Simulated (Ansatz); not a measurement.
# Decaying states in the gap of CsCdBrCl2

Aim: relax a made-up compound, CsCdBrCl2, and see how good a tunnel barrier it would be. It is built by putting Br for part of the Cl in the CsCdCl3 structure of space group Pm-3m, with the volume rescaled by atomic radii. The parent structure comes from the Materials Project.

Main program and level: Ansatz 0.2.0; LDA DFT, plane waves, PAW files, in the first sound run; inputs show where later runs differ.

The structure was built from a prototype and need not be the compound's stable phase.

### 1. Set-up

The structure is tetragonal, space group P4/mmm (No. 123). The conventional cell has a = 5.333 Å, b = 5.333 Å, c = 5.333 Å, α = 90.00°, β = 90.00°, γ = 90.00°. Nearest to Cs lie 8 Cl at 3.77 Å and 4 Br at 3.77 Å. Nearest to Cd lie 4 Cl at 2.67 Å and 2 Br at 2.67 Å. Cl has 2 Cd at 2.67 Å and 4 Cs at 3.77 Å nearest. Nearest to Br lie 2 Cd at 2.67 Å and 4 Cs at 3.77 Å. It derives from CsCdCl3. Br for part of the Cl in the CsCdCl3 structure of space group Pm-3m. Farther neighbours and most contacts between anions are not listed.

### 2. Cell and atoms at rest

The substituted atoms don't fit the parent's cell, so cell and atoms relax together. A small smearing keeps the run stable in case the gap closes on the way.

input.yaml

```yaml
crystal:
  lattice:
    - [5.3331198501, 0.0, 0.0]
    - [0.0, 5.3331198501, 0.0]
    - [0.0, 0.0, 5.3331198501]
  atoms:
    - { symbol: Cs, position: [0.0, 0.0, 0.0] }
    - { symbol: Cd, position: [0.5, 0.5, 0.5] }
    - { symbol: Cl, position: [0.0, 0.5, 0.5] }
    - { symbol: Br, position: [0.5, 0.5, 0.0] }
    - { symbol: Cl, position: [0.5, 0.0, 0.5] }
kpoints:
  mp_grid: { grid: [4, 4, 4] }
scf:
  occupations: { method: gaussian, width: 0.03 }
hamiltonian:
  xc: lda
output:
  forces: true
  stress: true
relax:
  f_tol: 0.02
  max_steps: 60
  cell: {}
```

The run is started by

```console
ansatz run input.yaml --threads 2 --pin off --max-ram 4096MiB --backend cpu --events-out ev --progress --plain --runs-dir out
```

Numbers of over 12 decimals in the logs are rounded to 6 here.

Output:

```text
Engine: ansatz 0.2.0, aarch64-unknown-linux-gnu
Pseudopotentials: kind: paw
Pseudopotential: Cs, paw, valence charge 9, recommended cutoff 420 eV (normal), Cs.paw.azcp
Pseudopotential: Cd, paw, valence charge 20, recommended cutoff 420 eV (normal), Cd.paw.azcp
Pseudopotential: Cl, paw, valence charge 7, recommended cutoff 420 eV (normal), Cl.paw.azcp
Pseudopotential: Br, paw, valence charge 7, recommended cutoff 420 eV (normal), Br.paw.azcp
Functional definition: SPW92
  exchange = slater_x
  correlation = pw_c
Crystal: 5 atoms, lattice volume = 151.685 Å³
Basis set: ecut = 420 eV, 2945 PW (Γ)
Bands: 30, of which v1, the nominal top of the filled ones, is band 25 counted from 1 (24 counted from 0)
Symmetry: 16 space group operations
Space group: P4/mmm (ITA 123), of the structure as read, at distance tolerance 5.3e-5 Å
k-points: 18 of 64
Non-local potential: Cs, projectors of the file, l = 0: 3, l = 1: 2, l = 2: 2, l = 3: 2
Non-local potential: Cd, projectors of the file, l = 0: 3, l = 1: 2, l = 2: 2, l = 3: 1
Non-local potential: Cl, projectors of the file, l = 0: 2, l = 1: 2, l = 2: 2
Non-local potential: Br, projectors of the file, l = 0: 2, l = 1: 2, l = 2: 2
PAW form: soft (Blöchl's): semilocal exchange-correlation on the pseudo side does not see the compensation charge
PAW frozen core: Cs, regenerated for the run's functional, and the local potential with it (the file was generated under x = pbe(κ = 0.804, μ = 0.219515), c = pbe(β = 0.066725))
PAW frozen core: Cd, regenerated for the run's functional, and the local potential with it (the file was generated under x = pbe(κ = 0.804, μ = 0.219515), c = pbe(β = 0.066725))
PAW frozen core: Cl, regenerated for the run's functional, and the local potential with it (the file was generated under x = pbe(κ = 0.804, μ = 0.219515), c = pbe(β = 0.066725))
PAW frozen core: Br, regenerated for the run's functional, and the local potential with it (the file was generated under x = pbe(κ = 0.804, μ = 0.219515), c = pbe(β = 0.066725))
PAW one-centre angular grid: Cs, 194 points (default); XC on 64 Gauss nodes
PAW one-centre angular grid: Cd, 590 points (default); XC on 64 Gauss nodes
PAW one-centre angular grid: Cl, 110 points (default); XC on 64 Gauss nodes
PAW one-centre angular grid: Br, 110 points (default); XC on 64 Gauss nodes
Initial density: superposition of atomic densities (neutral atoms: chi_scale 0, normalization atom), corrected by the library's trained network
Initial wavefunctions: pseudopotential atomic-orbital guess
Functional: x = slater, c = lda
SCF iter   1: F=—  HF=-18411.699562 eV  |F-HF|=—  |Δ(HF+E_count)|=         —  Δρ=6.68e-3  dr2=6.43e-2  ethr=1.77e-3  ⟨swp⟩=7.9  Hψ=2570  notcnv=0
preconditioner: auto → Resta (q_TF=auto, 2.268 Å⁻¹)  ε∞=3.6  [insulator: Δε(μ)=0.883 eV  Ē_g=12.156 eV  σ=0.030 eV  W_gap=1.00  n_scr=26 (ndim 8)  ℏωp=19.5 eV  f_vac=0.040  D(μ)=0.00/eV (n_scr^D=0)  ε∞_Penn≈3.6]
SCF iter   2: F=—  HF=-18411.681568 eV  |F-HF|=—  |Δ(HF+E_count)|=   1.80e-2  Δρ=2.98e-3  dr2=1.15e-2  ethr=1.29e-4  ⟨swp⟩=2.0  Hψ=1070  notcnv=0  defer=16
SCF iter   3: F=—  HF=-18411.678456 eV  |F-HF|=—  |Δ(HF+E_count)|=   3.11e-3  Δρ=8.33e-4  dr2=7.57e-4  ethr=2.31e-5  ⟨swp⟩=2.1  Hψ=843  notcnv=0  defer=18
SCF iter   4: F=—  HF=-18411.678359 eV  |F-HF|=—  |Δ(HF+E_count)|=   9.64e-5  Δρ=1.99e-4  dr2=6.41e-5  ethr=1.51e-6  ⟨swp⟩=2.8  Hψ=1027  notcnv=0  defer=18
SCF iter   5: F=—  HF=-18411.678353 eV  |F-HF|=—  |Δ(HF+E_count)|=   6.57e-6  Δρ=5.55e-5  dr2=5.66e-6  ethr=1.28e-7  ⟨swp⟩=2.3  Hψ=875  notcnv=0  defer=18
SCF iter   6: F=—  HF=-18411.678355 eV  |F-HF|=—  |Δ(HF+E_count)|=   2.69e-6  Δρ=1.21e-5  dr2=4.09e-7  ethr=1.13e-8  ⟨swp⟩=2.3  Hψ=830  notcnv=0  defer=18
SCF iter   7: F=-18411.678356 eV  HF=-18411.678356 eV  |F-HF|=5.71e-9  |Δ(HF+E_count)|=   3.89e-8  Δρ=2.94e-6  dr2=2.25e-8  ethr=2.00e-10  ⟨swp⟩=5.0  Hψ=2139  notcnv=0
SCF 1 converged in 7 iterations: F = -18411.678356 eV  dr2 = 2.25e-8
  greatest PAW one-centre occupation: 1.000 electrons in one spin orbital (limit 2), on the Cd atom at site 1 (counted from 0), in its partial waves of l = 0
relax step   1: F+E_penalty+E_count = -18411.67835553 eV  Δ(F+E_penalty+E_count) = +0.000e0 eV  max|allowed force component| = 1.427e-28 eV/Å  Δτ_max = 0.0000 Å  P = -2.343 GPa  Ω = 151.685 Å³  (7 SCF iters, dr2 threshold 1.00e-7 eV, accepted)
Crystal: 5 atoms, lattice volume = 143.210 Å³
Basis set: ecut = 420 eV, 2809 PW (Γ)
Initial density: handed on by an earlier stage of this run
Initial wavefunctions: those handed on with the density
iter 1 solved again at ethr=1.96e-5 eV; its pass at ethr=3.10e-3 eV (dr2=9.80e-3 eV) is discarded
SCF iter   1: F=—  HF=-18411.780938 eV  |F-HF|=—  |Δ(HF+E_count)|=         —  Δρ=1.66e-3  dr2=9.01e-3  ethr=1.96e-5  ⟨swp⟩=2.2  Hψ=3220  notcnv=0
preconditioner: auto → Resta (q_TF=auto, 2.289 Å⁻¹)  ε∞=3.6  [insulator: Δε(μ)=1.058 eV  Ē_g=12.407 eV  σ=0.030 eV  W_gap=1.00  n_scr=26 (ndim 8)  ℏωp=20.1 eV  f_vac=0.027  D(μ)=0.00/eV (n_scr^D=0)  ε∞_Penn≈3.6]
SCF iter   2: F=—  HF=-18411.778019 eV  |F-HF|=—  |Δ(HF+E_count)|=   2.92e-3  Δρ=9.19e-4  dr2=2.30e-3  ethr=1.80e-5  ⟨swp⟩=2.1  Hψ=834  notcnv=0
SCF iter   3: F=—  HF=-18411.777049 eV  |F-HF|=—  |Δ(HF+E_count)|=   9.71e-4  Δρ=3.13e-4  dr2=3.57e-4  ethr=4.60e-6  ⟨swp⟩=2.3  Hψ=728  notcnv=0
SCF iter   4: F=—  HF=-18411.776903 eV  |F-HF|=—  |Δ(HF+E_count)|=   1.46e-4  Δρ=1.09e-4  dr2=2.37e-5  ethr=7.13e-7  ⟨swp⟩=2.1  Hψ=860  notcnv=0
SCF iter   5: F=—  HF=-18411.776898 eV  |F-HF|=—  |Δ(HF+E_count)|=   5.10e-6  Δρ=4.19e-5  dr2=1.96e-6  ethr=4.74e-8  ⟨swp⟩=2.3  Hψ=962  notcnv=0
SCF iter   6: F=-18411.776897 eV  HF=-18411.776897 eV  |F-HF|=1.06e-8  |Δ(HF+E_count)|=   2.14e-7  Δρ=5.89e-6  dr2=5.41e-8  ethr=1.00e-9  ⟨swp⟩=5.0  Hψ=2127  notcnv=0
SCF 2 converged in 6 iterations: F = -18411.776897 eV  dr2 = 5.41e-8
relax step   2: F+E_penalty+E_count = -18411.77689744 eV  Δ(F+E_penalty+E_count) = -9.854e-2 eV  max|allowed force component| = 1.972e-30 eV/Å  Δτ_max = 0.0000 Å  P = -0.552 GPa  Ω = 143.210 Å³  energy of the carried Pulay correction = +6.083e-4 eV  (6 SCF iters, dr2 threshold 5.00e-7 eV, accepted)
Crystal: 5 atoms, lattice volume = 140.050 Å³
Basis set: ecut = 420 eV, 2769 PW (Γ)
iter 1 solved again at ethr=5.20e-6 eV; its pass at ethr=3.10e-3 eV (dr2=2.60e-3 eV) is discarded
SCF iter   1: F=—  HF=-18411.790254 eV  |F-HF|=—  |Δ(HF+E_count)|=         —  Δρ=8.33e-4  dr2=2.56e-3  ethr=5.20e-6  ⟨swp⟩=2.2  Hψ=3238  notcnv=0
preconditioner: auto → Resta (q_TF=auto, 2.298 Å⁻¹)  ε∞=3.7  [insulator: Δε(μ)=1.142 eV  Ē_g=12.477 eV  σ=0.030 eV  W_gap=1.00  n_scr=26 (ndim 8)  ℏωp=20.3 eV  f_vac=0.024  D(μ)=0.00/eV (n_scr^D=0)  ε∞_Penn≈3.7]
SCF iter   2: F=—  HF=-18411.789463 eV  |F-HF|=—  |Δ(HF+E_count)|=   7.90e-4  Δρ=4.64e-4  dr2=7.38e-4  ethr=5.13e-6  ⟨swp⟩=2.4  Hψ=790  notcnv=0
SCF iter   3: F=—  HF=-18411.789148 eV  |F-HF|=—  |Δ(HF+E_count)|=   3.15e-4  Δρ=1.75e-4  dr2=9.75e-5  ethr=1.48e-6  ⟨swp⟩=2.1  Hψ=759  notcnv=0
SCF iter   4: F=—  HF=-18411.789120 eV  |F-HF|=—  |Δ(HF+E_count)|=   2.78e-5  Δρ=6.94e-5  dr2=8.20e-6  ethr=1.95e-7  ⟨swp⟩=2.1  Hψ=940  notcnv=0
SCF iter   5: F=—  HF=-18411.789118 eV  |F-HF|=—  |Δ(HF+E_count)|=   2.09e-6  Δρ=2.13e-5  dr2=6.15e-7  ethr=1.64e-8  ⟨swp⟩=2.3  Hψ=968  notcnv=0
SCF iter   6: F=-18411.789118 eV  HF=-18411.789118 eV  |F-HF|=1.00e-8  |Δ(HF+E_count)|=   4.64e-8  Δρ=3.78e-6  dr2=2.90e-8  ethr=1.00e-9  ⟨swp⟩=4.9  Hψ=1914  notcnv=0
SCF 3 converged in 6 iterations: F = -18411.789118 eV  dr2 = 2.90e-8
relax step   3: F+E_penalty+E_count = -18411.78911843 eV  Δ(F+E_penalty+E_count) = -1.222e-2 eV  max|allowed force component| = 7.100e-31 eV/Å  Δτ_max = 0.0000 Å  P = +0.308 GPa  Ω = 140.050 Å³  energy of the carried Pulay correction = +8.382e-4 eV  (6 SCF iters, dr2 threshold 5.00e-7 eV, accepted)
[...]
relax step   4: F+E_penalty+E_count = -18411.79041202 eV  Δ(F+E_penalty+E_count) = -1.294e-3 eV  max|allowed force component| = 1.996e-29 eV/Å  Δτ_max = 0.0000 Å  P = +0.015 GPa  Ω = 141.068 Å³  energy of the carried Pulay correction = +7.583e-4 eV  (4 SCF iters, dr2 threshold 5.00e-7 eV, accepted)
Initial wavefunctions: pseudopotential atomic-orbital guess (no wavefunctions were taken with the density)
iter 1 solved again at ethr=3.70e-7 eV; its pass at ethr=3.10e-3 eV (dr2=1.85e-4 eV) is discarded
SCF iter   1: F=—  HF=-18411.789562 eV  |F-HF|=—  |Δ(HF+E_count)|=         —  Δρ=7.49e-5  dr2=1.39e-6  ethr=3.70e-7  ⟨swp⟩=3.6  Hψ=4161  notcnv=0
preconditioner: auto → Resta (q_TF=auto, 2.295 Å⁻¹)  ε∞=3.6  [insulator: Δε(μ)=1.131 eV  Ē_g=12.450 eV  σ=0.030 eV  W_gap=1.00  n_scr=26 (ndim 8)  ℏωp=20.3 eV  f_vac=0.025  D(μ)=0.00/eV (n_scr^D=0)  ε∞_Penn≈3.6]
SCF iter   2: F=—  HF=-18411.789578 eV  |F-HF|=—  |Δ(HF+E_count)|=   1.64e-5  Δρ=3.54e-5  dr2=3.33e-7  ethr=2.78e-9  ⟨swp⟩=2.4  Hψ=993  notcnv=0
SCF iter   3: F=—  HF=-18411.789578 eV  |F-HF|=—  |Δ(HF+E_count)|=   7.67e-8  Δρ=8.91e-6  dr2=3.34e-8  ethr=6.66e-10  ⟨swp⟩=1.7  Hψ=608  notcnv=0
SCF iter   4: F=—  HF=-18411.789578 eV  |F-HF|=—  |Δ(HF+E_count)|=   1.40e-9  Δρ=1.02e-6  dr2=2.98e-9  ethr=6.67e-11  ⟨swp⟩=2.7  Hψ=1019  notcnv=0
SCF iter   5: F=—  HF=-18411.789578 eV  |F-HF|=—  |Δ(HF+E_count)|=  3.42e-10  Δρ=1.97e-7  dr2=1.06e-10  ethr=5.96e-12  ⟨swp⟩=2.6  Hψ=889  notcnv=0
SCF iter   6: F=-18411.789578 eV  HF=-18411.789578 eV  |F-HF|=0.00e0  |Δ(HF+E_count)|=  1.82e-11  Δρ=6.16e-8  dr2=6.89e-12  ethr=1.00e-12  ⟨swp⟩=5.0  Hψ=2067  notcnv=0
SCF 5 converged in 6 iterations: F = -18411.789578 eV  dr2 = 6.89e-12
relax step   5: F+E_penalty+E_count = -18411.78957847 eV  Δ(F+E_penalty+E_count) = +8.336e-4 eV  max|allowed force component| = 7.810e-29 eV/Å  Δτ_max = 0.0000 Å  P = +0.017 GPa  Ω = 141.068 Å³  stress off target by 4.16e-2 GPa  SCF on the basis re-selected at this cell (its energy is not comparable with the rows above)  (6 SCF iters)
basis re-selected at this cell: Δ(F+E_penalty+E_count) = +8.336e-4 eV, ΔP = +0.001 GPa vs the last step (what re-selecting the basis moved, of the pressure what is left beyond the Pulay correction that the steps carried, after the strain that the cell walked since its last selection, with what the two solves' SCF thresholds leave and, on support functions, any second-order correction that the steps lacked; it is no m [...]
SCF converged after 6 iterations
Free energy (F): -18411.789578 eV
Harris-Foulkes:  -18411.789578 eV  (|F-HF|=0.00e0)
Internal energy: -18411.789578 eV  (E = F + TS)
E sigma→0 (E₀):  -18411.789578 eV
Fermi energy:    4.998125 eV
--- Per-component energies (eV) ---
  E_band       = -610.770430
  E_kinetic    = 1106.003415
  E_local      = -5602.767441  (includes V_loc(G=0)·N_el)
  E_nonlocal   = 207.664554
  E_hartree    = 2475.402465
  E_xc         = -822.413411
  E_vxc        = -697.085238  (∫ρ·V_xc dr)
  E_paw        = -12262.970626  (= ΣΔE_a)
  E_vpaw       = -575.390900  (= ΣTr[D̂ρ^β])
  E_aug_tail   = 0.000207  (compensation charges beyond the density's cutoff)
  E_ewald      = -3514.333362
  E_core_change = 1.624620  (= ΣΔE_core)
  E_smearing   = -0.000000  (= −TS)
  E_closure    = -0.000000  (closes the sum)
  Σ components = -18411.789578   (vs F -18411.789578, Δ=0.00e0)
--- Forces (eV/Å), atoms counted from 1 ---
  atom   1  Cs     0.00000000    -0.00000000     0.00000000
  atom   2  Cd     0.00000000     0.00000000     0.00000000
  atom   3  Cl     0.00000000    -0.00000000     0.00000000
  atom   4  Br     0.00000000     0.00000000     0.00000000
  atom   5  Cl     0.00000000     0.00000000     0.00000000
  max |Σ_I F_I| component: 1.14e-28 eV/Å
--- Stress (GPa, compression-positive) ---
        0.004306       0.000000       0.000000
        0.000000       0.004306       0.000000
        0.000000       0.000000       0.041569
  P = ⅓ Tr σ = 0.0167 GPa (0.167 kbar)
--- Relaxed structure (4 steps of the walk, 4 accepted, 1 SCFs on fresh bases) ---
  F+E_penalty+E_count = -18411.78957847 eV   max|allowed force component| = 7.810e-29 eV/Å   (the final SCF, on the basis selected at the relaxed cell)
  cell:  # Å, volume = 141.0675 Å³
    - [5.130883, 0, 0.0]
    - [0, 5.130883, 0.0]
    - [0.0, 0.0, 5.358495]
  atoms:
    - { symbol: Cs, position: [0, 0, 0.0] }
    - { symbol: Cd, position: [0.5, 0.5, 0.5] }
    - { symbol: Cl, position: [0, 0.5, 0.5] }
    - { symbol: Br, position: [0.5, 0.5, 0.0] }
    - { symbol: Cl, position: [0.5, 0, 0.5] }
```

The job ended after 8.8 s (2 threads of Arm Neoverse V2, shared host; peak memory 0.43 GiB; 17 s of CPU time).

Relaxation path:

```
step  energy less that of the first step (eV)  largest force component (eV/Å)  pressure (GPa)  volume (Å³)
   1                                   0.0000                          0.0000           -2.34       151.69
   2                                  -0.0985                          0.0000           -0.55       143.21
   3                                  -0.1108                          0.0000            0.31       140.05
   4                                  -0.1121                          0.0000            0.02       141.07
  5*                                  -0.1112                          0.0000            0.02       141.07
```

Relaxation steps marked * repeat the geometry before them on a plane-wave basis chosen anew for their cell, so energy and pressure can jump there.

The run keeps the 16 symmetry operations that it works with, so distortions that break them were not tested.

```
conventional cell, symmetrised  before  after  change
                         a (Å)   5.333  5.131  -3.8 %
                         b (Å)   5.333  5.131  -3.8 %
                         c (Å)   5.333  5.358  +0.5 %
              volume (Å³/atom)   30.34  28.21  -7.0 %
```

The relaxed structure:

```xyz
5
Lattice="5.1309 0.0000 0.0000 0.0000 5.1309 0.0000 0.0000 0.0000 5.3585" Properties=species:S:1:pos:R:3 pbc="T T T"
Cs    0.0000    0.0000    0.0000
Cd    2.5654    2.5654    2.6792
Cl    0.0000    2.5654    2.6792
Br    2.5654    2.5654    0.0000
Cl    2.5654    0.0000    2.6792
```

This step gave:

- free energy: -18411.7896 eV
- Fermi energy: 4.998 eV
- pressure: 0.01673 GPa

The largest force component on a free atom ends at 7.8e-29 eV/Å.

### 3. The bulk crystal and its band edges

The energy window and the wavevectors of the next steps follow from the band edges, so these are searched first, off the mesh as well.

input.yaml

```yaml
crystal:
  lattice:
    - [5.1308827787, 0.0, 0.0]
    - [0.0, 5.1308827787, 0.0]
    - [0.0, 0.0, 5.358495236]
  atoms:
    - { symbol: Cs, position: [0.0, 0.0, 0.0] }
    - { symbol: Cd, position: [0.5, 0.5, 0.5] }
    - { symbol: Cl, position: [0.0, 0.5, 0.5] }
    - { symbol: Br, position: [0.5, 0.5, 0.0] }
    - { symbol: Cl, position: [0.5, 0.0, 0.5] }
kpoints:
  mp_grid: { grid: [4, 4, 4] }
  band_path: { path: [VBM, CBM], npoints: 30 }
scf:
  occupations: { method: fixed }
hamiltonian:
  xc: lda
output:
  eigenvalues: true
  write_potential: true
  write_density: true
  volumetric_format: npy
```

Output:

```text
[...]
Crystal: 5 atoms, lattice volume = 141.068 Å³
Basis set: ecut = 420 eV, 2769 PW (Γ)
Bands: 30, of which v1, the nominal top of the filled ones, is band 25 counted from 1 (24 counted from 0)
Symmetry: 16 space group operations
[...]
k-points: 18 of 64
[...]
SCF iter   1: F=—  HF=-18411.809507 eV  |F-HF|=—  |Δ(HF+E_count)|=         —  Δρ=6.92e-3  dr2=6.10e-2  ethr=1.77e-3  ⟨swp⟩=5.4  Hψ=2021  notcnv=0  defer=44
[...]
SCF iter   7: F=-18411.789578 eV  HF=-18411.789578 eV  |F-HF|=4.98e-9  |Δ(HF+E_count)|=   3.74e-8  Δρ=2.56e-6  dr2=1.64e-8  ethr=2.00e-10  ⟨swp⟩=11.3  Hψ=2385  notcnv=0
SCF 1 converged in 7 iterations: F = -18411.789578 eV  dr2 = 1.64e-8
[...]
NSCF: frozen V_eff on 40 k-points
[...]
SCF converged after 7 iterations
Free energy (F): -18411.789578 eV
[...]
Internal energy: -18411.789578 eV  (E = F + TS)
E sigma→0 (E₀):  -18411.789578 eV
Fermi energy:    4.432642 eV
[...]
--- Band table (eV; the first three rows and the last of 18) ---
  k-point 0: bands = [... 21 lower, 3.2764, 3.6800, 3.7462, 3.7462, 5.5638, 9.5599, 9.6336, 10.0403, ... 1 higher]
  k-point 1: bands = [... 21 lower, 3.2475, 3.2475, 3.6551, 3.6551, 6.9016, 10.1636, 10.1850, 10.6482, ... 1 higher]
  k-point 2: bands = [... 21 lower, 3.2508, 3.2508, 3.5400, 3.5400, 8.6835, 10.8016, 10.8359, 11.5776, ... 1 higher]
  k-point 17: bands = [... 21 lower, 4.0947, 4.0947, 4.1929, 4.4326, 9.6368, 9.6368, 9.6798, 11.1348, ... 1 higher]
```

Elapsed: 8.8 s, on 2 threads; peak memory 0.4 GiB; 17 s of CPU time.

In the SCF lines HF is the Harris–Foulkes energy and dr2 the Hartree energy of the density residual, in eV; the loop may stop once dr2 is under the threshold and the program's other checks hold. Hψ counts applications of the Hamiltonian.

Numbers from this step:

```
Fermi energy        : 4.433 eV
gap on the k-mesh   : 1.131 eV
gap on path         : 1.131 eV, by band count; negative where bands overlap
direct gap on path  : 1.818 eV
edge places on path : 0, 1.046 1/A along the path
```

The electronic bands at the labelled points (eV, zero at the Fermi level (highest filled level under fixed occupations); v1 is the highest filled band, c1 the lowest empty one):

```
  point     v4     v3     v2     v1    c1    c2    c3    c4
    VBM  -0.34  -0.34  -0.24   0.00  5.20  5.20  5.25  6.70
halfway  -1.46  -0.86  -0.60  -0.58  3.64  6.46  6.52  6.74
    CBM  -1.16  -0.75  -0.69  -0.69  1.13  5.13  5.20  5.61
```

The searched edges give 1.13 eV, as on the mesh.

[end of part 1 of 3]

[Logs are printed without paths, hosts, clocks, repeated set-up lines and the standing remarks that a program may print on its own settings, such as how far it seeks lower states.]

[Hosts, paths, dates, database ids (printed as entryN), source tags and the programs' standing remarks are cut or masked in the printed files.]
